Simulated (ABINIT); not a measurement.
# Calculated records

### Diamond (Fd-3m, 2 atoms a cell): a self-consistent loop beyond G0W0, cycle by cycle

The structure is cubic, space group Fd-3m (No. 227). The conventional cell has a = 3.567 Å, b = 3.567 Å, c = 3.567 Å, α = 90.00°, β = 90.00°, γ = 90.00°. Nearest to C lie 4 C at 1.54 Å.

* method: RPA screening on PBE from quasiparticle energies, plane waves, norm-conserving pseudopotentials (and 5 further levels or steps)
* program: ABINIT 10.8.3
* settings: cutoff 37 Ha, PseudoDojo scalar-relativistic 0.4.1 standard, norm-conserving, ngkpt (8, 8, 8), nband 88, ecuteps 9.6 Ha, gwcalctyp 10, inclvkb 2, shiftk (0, 0, 0), symchi 1, awtr 1, frequency ppm, cycle 2, q points all but q = 0, 8×8×8 k-mesh
* cost: 12 runs, 52 min in all on 8 MPI ranks of AMD EPYC 7R43, shared host
* notes: The program’s warnings: nkpt*nsppol () is not a multiple of nproc spkpt (). The cell and positions come from the Crystallography Open Database and are kept as given unless a step says otherwise. The first cycle of evGW0 takes the full correction, without the factor Z, so it overshoots the one-shot value.
* G0W0: 5.487 eV
* evGW0, cycle 1: 5.743 eV
* evGW0, cycle 2: 5.634 eV
* evGW0, cycle 3: 5.642 eV
* evGW, cycle 1: 5.871 eV
* evGW, cycle 2: 5.892 eV
* known limits: short of the basis limit

Only the bands that the input lists are updated; the higher empty ones keep the functional's energies. The evGW loop starts from the last levels of evGW0, so its cycles and time come on top of those.

[Paths, hosts, dates, memory and timing lines, banners, echoed tables and standing remarks are left out of the program output; an Ansatz launch command may be rebuilt from the run's recorded settings. Measured values are a selection of at most five: reports struck by readers or far from the other reports are left out. None is set beside runs whose start may be inverted or whose files or cutoffs have a known fault.]

[Runs of the session that timed out or met a known fault of the program may be left out.]

[Hosts, paths, dates, database ids (printed as entryN), source tags and the programs' standing remarks are cut or masked in the printed files.]

[G0W0 gaps are taken among the corrected bands and points alone; a level outside them can change the order at an edge.]

[Where Ansatz stands beside ABINIT at settings called matched, ABINIT's density can come from a denser mesh and the files from another edition; pairs whose starting gaps differed by over 0.03 eV were left out, so agreement reads better than it is.]
